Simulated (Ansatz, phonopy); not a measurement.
# NaI (Fm-3m): thermal expansion from first principles, part 3 of 5

Wanted: α(T), C_P(T) and B(T) of NaI in the quasi-harmonic approximation.

Measurements to reproduce:
- volume expansion coefficient 135 1e-6/K near room temperature (given in “Descriptors for thermal expansion in solids”, 2017, arXiv:1701.03966)

Ansatz 0.2.0; DFT LDA, scalar-relativistic, plane waves, PAW (the session's first sound run).

So far. Step 2 (Probe on a coarse mesh): The start is under -1.6 GPa at this level and looks like an insulator or semiconductor on this mesh. Step 5 (Tight relaxation): The residual pressure is 2.8e-5 GPa, small enough for phonons.

**6. Phonons on strained cells, functional LDA, q-mesh 2×2×2**

Thermal expansion follows from how the free energy of the vibrations (and of the electrons in a metal) changes with strain, so the program makes strained cells, their phonons and a fit in one run.

File input.yaml:

```yaml
crystal:
  lattice:
    - [0.0, 3.1298714475, 3.1298714475]
    - [3.1298714475, 0.0, 3.1298714475]
    - [3.1298714475, 3.1298714475, 0.0]
  atoms:
    - { symbol: Na, position: [0.0, 0.0, 0.0] }
    - { symbol: I, position: [0.5, 0.5, 0.5] }
kpoints:
  mp_grid: { grid: [8, 8, 8] }
hamiltonian:
  xc: lda
scf:
  occupations: { method: fixed }
  lower_state_search: "off"
output:
  eigenvalues: true
phonons:
  method: dfpt
  qmesh: [2, 2, 2]
  temperatures: { t_max: 500.0, t_step: 25 }
  thermal_expansion: {}
```

Command:

```bash
> ansatz run input.yaml --threads 8 --pin off --max-ram 16384MiB --backend cpu --events-out ev --progress --plain --runs-dir out
```

Numbers of over 12 decimals in the logs are rounded to 6 here.

What it wrote:

```text
[...]
Crystal: 2 atoms, lattice volume = 61.321 Å³
Basis set: ecut = 487.2 eV, 1459 PW (Γ), exchange–correlation on 64×64×64 points (8 copies of the dense FFT grid, shifted against one another)
Bands: 17, of which v1, the nominal top of the filled ones, is band 13 counted from 1 (12 counted from 0)
Symmetry: 48 space group operations
[...]
k-points: 29 of 512
[...]
SCF iter   1: F=—  HF=-8825.018257 eV  |F-HF|=—  |Δ(HF+E_count)|=         —  Δρ=5.75e-3  dr2=7.71e-3  ethr=1.77e-3  ⟨swp⟩=5.1  Hψ=2196  notcnv=0  defer=53
[...]
SCF iter   8: F=-8825.012600 eV  HF=-8825.012600 eV  |F-HF|=1.46e-11  |Δ(HF+E_count)|=  1.24e-10  Δρ=1.13e-7  dr2=1.42e-11  ethr=1.00e-12  ⟨swp⟩=8.9  Hψ=2788  notcnv=0
SCF 1 converged in 8 iterations: F = -8825.012600 eV  dr2 = 1.42e-11
[...]
relax step   1: F+E_penalty+E_count = -8825.01259991 eV  Δ(F+E_penalty+E_count) = +0.000e0 eV  max|allowed force component| = 1.809e-29 eV/Å  Δτ_max = 0.0000 Å  (8 SCF iters, accepted)
SCF converged after 8 iterations
Free energy (F): -8825.012600 eV
[...]
Internal energy: -8825.012600 eV  (E = F + TS)
E sigma→0 (E₀):  -8825.012600 eV
Fermi energy:    3.750894 eV
[...]
--- Stress (GPa, compression-positive) ---
        0.000285      -0.000000      -0.000000
       -0.000000       0.000285      -0.000000
       -0.000000      -0.000000       0.000285
  P = ⅓ Tr σ = 0.0003 GPa (0.003 kbar)
--- Band table (eV; the first three rows and the last of 29) ---
  k-point 0: bands = [... 9 lower, -7.6560, 3.7509, 3.7509, 3.7509, 7.3709, 11.5875, 11.5875, 11.5875]
  k-point 1: bands = [... 9 lower, -7.5995, 3.1816, 3.6941, 3.6941, 7.9594, 11.1997, 11.7638, 11.7638]
  k-point 2: bands = [... 9 lower, -7.4563, 2.1862, 3.5646, 3.5646, 8.6691, 11.3274, 11.6888, 11.6888]
  k-point 28: bands = [... 9 lower, -7.1233, 2.0314, 2.0314, 2.5993, 9.6249, 11.2152, 11.2152, 11.7116]
── thermal expansion: 3 new cells, 3 in all ──
thermal expansion: relaxation of cell 2
thermal expansion: relaxation of cell 3
── thermal expansion: 2 new cells, 5 in all ──
thermal expansion: relaxation of cell 4
thermal expansion: phonons of cell 4
thermal expansion: relaxation of cell 5
thermal expansion: phonons of cell 5
── thermal expansion: 7 new cells, 12 in all ──
thermal expansion: relaxation of cell 6
thermal expansion: relaxation of cell 7
thermal expansion: relaxation of cell 8
thermal expansion: relaxation of cell 9
thermal expansion: relaxation of cell 10
thermal expansion: relaxation of cell 11
thermal expansion: relaxation of cell 12
thermal expansion: phonons of cell 6
thermal expansion: phonons of cell 7
thermal expansion: phonons of cell 8
thermal expansion: phonons of cell 9
--- Relaxed structure (1 steps of the walk, 1 accepted, 0 SCFs on fresh bases) ---
  F+E_penalty+E_count = -8825.01259991 eV   max|allowed force component| = 1.809e-29 eV/Å
  atoms:
    - { symbol: Na, position: [0.0, 0.0, 0.0] }
    - { symbol: I, position: [0.5, 0.5, 0.5] }
--- Thermal expansion: 12 cells in 3 rounds, 0 GPa ---
  no lower state was looked for at cell 4: scf.lower_state_search: off
  without vibrations: a 4.42633, b 4.42633, c 4.42633 Å, V 61.3219 Å³, B 20.77 GPa
  at 0 K: a 4.43924, b 4.43924, c 4.43924 Å, V 61.8602 Å³, B 20.21 GPa
  zero-point expansion: a +0.292, b +0.292, c +0.292, V +0.878 %
      T/K        a/Å        b/Å        c/Å       V/Å³ | expansion of a, b, c, V (1e-6/K)   | that of V in the mean from 25 °C | C_P, C_V (J/mol K of the cell) | B_T, B_S (GPa)
     0.00    4.43924    4.43924    4.43924    61.8602 |    0.00    0.00    0.00    0.00 |   95.11 |     0.000     0.000 |    20.21    20.21
    50.00    4.44092    4.44092    4.44092    61.9303 |   18.87   18.87   18.87   56.61 |  109.84 |    28.434    28.314 |    20.01    20.10
   100.00    4.44681    4.44681    4.44681    62.1773 |   31.91   31.91   31.91   95.74 |  117.98 |    42.536    41.868 |    19.46    19.77
   150.00    4.45456    4.45456    4.45456    62.5028 |   37.11   37.11   37.11  111.34 |  123.28 |    47.362    46.044 |    18.83    19.37
   200.00    4.46321    4.46321    4.46321    62.8674 |   40.28   40.28   40.28  120.83 |  127.74 |    49.707    47.698 |    18.17    18.94
   250.00    4.47250    4.47250    4.47250    63.2610 |   42.90   42.90   42.90  128.71 |  131.99 |    51.255    48.497 |    17.48    18.47
   298.15    4.48202    4.48202    4.48202    63.6656 |   45.38   45.38   45.38  136.15 |       - |    52.480    48.926 |    16.78    17.99
   325.00    4.48757    4.48757    4.48757    63.9025 |   46.83   46.83   46.83  140.49 |  138.56 |    53.128    49.087 |    16.37    17.72
   375.00    4.49841    4.49841    4.49841    64.3668 |   49.76   49.76   49.76  149.29 |  143.31 |    54.349    49.300 |    15.58    17.18
   425.00    4.50999    4.50999    4.50999    64.8651 |   53.15   53.15   53.15  159.45 |  148.52 |    55.667    49.443 |    14.75    16.60
   475.00    4.52243    4.52243    4.52243    65.4036 |   57.21   57.21   57.21  171.62 |  154.36 |    57.175    49.542 |    13.85    15.99
   500.00    4.52904    4.52904    4.52904    65.6905 |   59.58   59.58   59.58  178.73 |  157.57 |    58.033    49.581 |    13.38    15.66
  the static fit leaves 0.001 meV an atom of the energies and, of the stresses, 0.000 GPa of each cell's largest along a strain (root mean squares over the cells), whose Pulay part it has at -0.010 GPa
  vibrations' free energy: its fit leaves 0.0000 meV an atom at the most
  the electrons' free energy at temperature is not in it: every band gap is over 0.52 eV
  free energies summed between the sampled wave vectors
  estimated error of the fitted expansion in any direction: up to 0.084e-6/K, at 500 K (an estimate, not a bound: it was exceeded on models of known expansion)
  by sums over the sampled wave vectors an expansion of the volume parts by up to 5.65e-6/K
  by a static energy of one degree less an expansion of the volume parts by up to 0.56e-6/K
  the FFT grids of the static calculations differ: 32 × 32 × 32, 36 × 36 × 36
  band gaps on the cells' k-points are 3.310 to 3.716 eV
```

It took 1.9 min on 8 threads of Arm Neoverse V2, shared host; peak memory 0.79 GiB.

This step gave:

- pressure: 2.85e-4 GPa
- volume expansion coefficient at 298 K: 136.2 1e-6/K
- C_P at 298 K: 26.24 J/mol-atom/K
- entropy at 298 K: 49.07 J/mol-atom/K
- isothermal bulk modulus at 298 K: 16.78 GPa
- Grüneisen parameter at 298 K: 1.790
- volume at 298 K: 31.83 Å³/atom
- principal linear expansion coefficients at 298 K: 45.38, 45.38, 45.38 1e-6/K

Strained cells of the study; zero-point energy where phonons were solved; the pressures are stresses at a fixed cutoff and can carry an offset from the finite basis. Expansion cells, by row:

```
cell  |a| (Å)  |b| (Å)  |c| (Å)  V (Å³/atom)  E - E_lowest (meV/atom)  pressure, compression positive (GPa)  gap (eV)  zero-point energy (meV/atom)
   1    4.426    4.426    4.426        30.66                        0                                 -0.01      3.62                             -
   2    4.462    4.462    4.462         31.4                    1.111                                -0.478     3.546                             -
   3    4.391    4.391    4.391        29.94                    1.164                                 0.516     3.697                             -
   4    4.427    4.427    4.427        30.67                    0.001                                -0.015     3.619                         18.14
   5    4.449    4.449    4.449        31.13                    0.456                                -0.315     3.573                         17.62
   6    4.477    4.477    4.477        31.73                    2.279                                -0.667     3.515                         16.97
   7    4.503    4.503    4.503        32.28                     5.02                                -0.954     3.466                          16.4
   8    4.529    4.529    4.529        32.84                     8.76                                -1.217     3.418                         15.83
   9    4.554    4.554    4.554         33.4                    13.45                                -1.457     3.372                         15.27
  10    4.383    4.383    4.383        29.76                    1.799                                 0.651     3.716                             -
  11    4.405    4.405    4.405        30.21                    0.436                                 0.306     3.667                             -
  12    4.591    4.591    4.591        34.21                    21.54                                -1.758      3.31                             -
```

Quasi-harmonic; a, b, c are the run's own cell vectors. Expansion, by row:

```
T (K)  a (Å)  b (Å)  c (Å)  alpha (deg)  beta (deg)  gamma (deg)  cell volume (Å³/cell)  alpha_a (1e-6/K)  alpha_b (1e-6/K)  alpha_c (1e-6/K)  alpha_V (1e-6/K)  C_P (J/mol-atom/K)  C_V (J/mol-atom/K)  S (J/mol-atom/K)  B_T (GPa)  B_S (GPa)  Grueneisen  extrapolation  fit error (1e-6/K)
    0  4.439  4.439  4.439           60          60           60                  61.86                 0                 0                 0                 0                   0                   0                 0      20.21      20.21           -              0                   0
   25  4.439  4.439  4.439           60          60           60                  61.87              6.84              6.84              6.84             20.51               6.592               6.588             3.147      20.18      20.19        1.17              0                   0
   50  4.441  4.441  4.441           60          60           60                  61.93             18.87             18.87             18.87             56.61               14.22               14.16             10.24      20.01       20.1       1.492              0                0.01
   75  4.444  4.444  4.444           60          60           60                  62.04              27.1              27.1              27.1             81.31               18.76               18.58             16.95      19.76      19.95       1.615              0                0.01
  100  4.447  4.447  4.447           60          60           60                  62.18             31.91             31.91             31.91             95.74               21.27               20.93             22.73      19.46      19.77       1.667              0                0.02
  125  4.451  4.451  4.451           60          60           60                  62.33             34.96             34.96             34.96             104.9               22.74               22.24             27.64      19.15      19.58       1.695              0                0.02
  150  4.455  4.455  4.455           60          60           60                   62.5             37.11             37.11             37.11             111.3               23.68               23.02             31.88      18.83      19.37       1.714              0                0.02
  175  4.459  4.459  4.459           60          60           60                  62.68             38.82             38.82             38.82             116.5               24.35               23.52             35.58      18.51      19.16       1.729              0                0.03
  200  4.463  4.463  4.463           60          60           60                  62.87             40.28             40.28             40.28             120.8               24.85               23.85             38.87      18.17      18.94       1.743              0                0.03
  225  4.468  4.468  4.468           60          60           60                  63.06             41.62             41.62             41.62             124.8               25.27               24.08             41.82      17.83      18.71       1.755              0                0.03
  250  4.473  4.473  4.473           60          60           60                  63.26              42.9              42.9              42.9             128.7               25.63               24.25              44.5      17.48      18.47       1.767              0                0.04
  275  4.477  4.477  4.477           60          60           60                  63.47             44.18             44.18             44.18             132.5               25.95               24.37             46.96      17.12      18.23       1.779              0                0.04
298.1  4.482  4.482  4.482           60          60           60                  63.67             45.38             45.38             45.38             136.2               26.24               24.46             49.07      16.78      17.99        1.79              0                0.05
  300  4.482  4.482  4.482           60          60           60                  63.68             45.48             45.48             45.48             136.4               26.26               24.47             49.23      16.75      17.98       1.791              0                0.05
  325  4.488  4.488  4.488           60          60           60                   63.9             46.83             46.83             46.83             140.5               26.56               24.54             51.34      16.37      17.72       1.803              0                0.05
  350  4.493  4.493  4.493           60          60           60                  64.13             48.25             48.25             48.25             144.8               26.87                24.6             53.32      15.98      17.45       1.816              0                0.06
  375  4.498  4.498  4.498           60          60           60                  64.37             49.76             49.76             49.76             149.3               27.17               24.65             55.19      15.58      17.18       1.829              0                0.06
  400  4.504  4.504  4.504           60          60           60                  64.61             51.39             51.39             51.39             154.2                27.5               24.69             56.95      15.17       16.9       1.843              0                0.06
  425   4.51   4.51   4.51           60          60           60                  64.87             53.15             53.15             53.15             159.4               27.83               24.72             58.63      14.75       16.6       1.858              0                0.06
  450  4.516  4.516  4.516           60          60           60                  65.13             55.08             55.08             55.08             165.2                28.2               24.75             60.23      14.31       16.3       1.873              0                0.06
  475  4.522  4.522  4.522           60          60           60                   65.4             57.21             57.21             57.21             171.6               28.59               24.77             61.77      13.85      15.99        1.89              0                0.06
  500  4.529  4.529  4.529           60          60           60                  65.69             59.58             59.58             59.58             178.7               29.02               24.79             63.24      13.38      15.66       1.908              0                0.08
```

Expansion coefficient against temperature; values in 1e-6/K:

```
temperature (K)  volume  principal 1
              0       0            0
             25    20.5         6.84
             50    56.6         18.9
             75    81.3         27.1
            100    95.7         31.9
            125     105         35.0
            150     111         37.1
            175     116         38.8
            200     121         40.3
            225     125         41.6
            250     129         42.9
            275     133         44.2
            298     136         45.4
            300     136         45.5
            325     140         46.8
            350     145         48.2
            375     149         49.8
            400     154         51.4
            425     159         53.1
            450     165         55.1
            475     172         57.2
            500     179         59.6
```

At 298 K the volume expansion is 136 × 10⁻⁶/K and B_T is 16.8 GPa. The program raised the cutoff to 487.2 eV by itself: with no cutoff typed, the study takes about 1.16 times the default for its relaxations and scales it with the volume for the phonons.

**7. Quasi-harmonic fit by phonopy**

This step: DFT LDA, scalar-relativistic, plane waves, PAW (phonopy 4.10.0).

This step gave:

```yaml
volume_expansion_coefficient_at_300_k: 136.7 1e-6/K
isothermal_bulk_modulus_at_300_k: 16.72 GPa
c_p_at_300_k: 26.29 J/mol-atom/K
grueneisen_parameter_at_300_k: 1.791
```

The energy (each curve on its own zero) by volume; values in meV/atom:

```
volume (Å³/atom)  static  F at 0 K  F at 300 K  F at 500 K
           30.67       0      1.43        5.98        9.83
           31.13    0.46      1.37         4.4        6.95
           31.73    2.28      2.55        3.55        4.38
           32.28    5.02      4.71        3.84        3.09
           32.84    8.76      7.89        5.05        2.67
           33.40    13.4      12.0        7.12        3.04
```

Phonopy-qha, vinet fit of F(V) at each temperature. Qha vinet, by row:

```
T (K)  fitted volume (Å³/atom)  alpha_V (1e-6/K)  B_T (GPa)  C_P (J/mol-atom/K)  Grueneisen
   75                    31.02             79.64      19.75               18.75       1.581
  100                    31.09             94.88      19.46               21.33       1.651
  125                    31.17             104.4      19.15               22.81       1.688
  150                    31.25             111.1      18.83               23.75        1.71
  175                    31.34             116.3       18.5                24.4       1.727
  200                    31.43             120.8      18.16                24.9       1.741
  225                    31.53             124.9      17.82               25.31       1.754
  250                    31.63             128.8      17.46               25.66       1.766
  275                    31.73             132.7      17.09               25.98       1.778
  300                    31.84             136.7      16.72               26.29       1.791
  325                    31.95             140.8      16.34               26.59       1.804
  350                    32.07             145.1      15.95               26.89       1.817
  375                    32.18             149.7      15.55                27.2        1.83
  400                    32.31             154.6      15.14               27.52       1.845
  425                    32.43             159.9      14.72               27.86        1.86
  450                    32.57             165.6      14.29               28.22       1.876
  475                     32.7             171.8      13.85                28.6       1.892
```

Volume expansion coefficient against temperature; values in 1e-6/K:

```
temperature (K)  phonopy-qha, Vinet  Ansatz's own study
             75                79.6                81.3
            100                94.9                95.7
            125                 104                 105
            150                 111                 111
            175                 116                 116
            200                 121                 121
            225                 125                 125
            250                 129                 129
            275                 133                 133
            300                 137                 136
            325                 141                 140
            350                 145                 145
            375                 150                 149
            400                 155                 154
            425                 160                 159
            450                 166                 165
            475                 172                 172
```

The fit gives a volume expansion of 137 × 10⁻⁶/K at 300 K, against 136 at 298 K from the study itself, whose static fit uses more cells.

(Part 3 of 5 ends here.)

[Logs are printed without paths, hosts, clocks, repeated set-up lines and the standing remarks that a program may print on its own settings, such as how far it seeks lower states.]

[Hosts, paths, dates, database ids (printed as entryN), source tags and the programs' standing remarks are cut or masked in the printed files.]

[A step with changed settings may run another functional than the one named; its input shows which.]
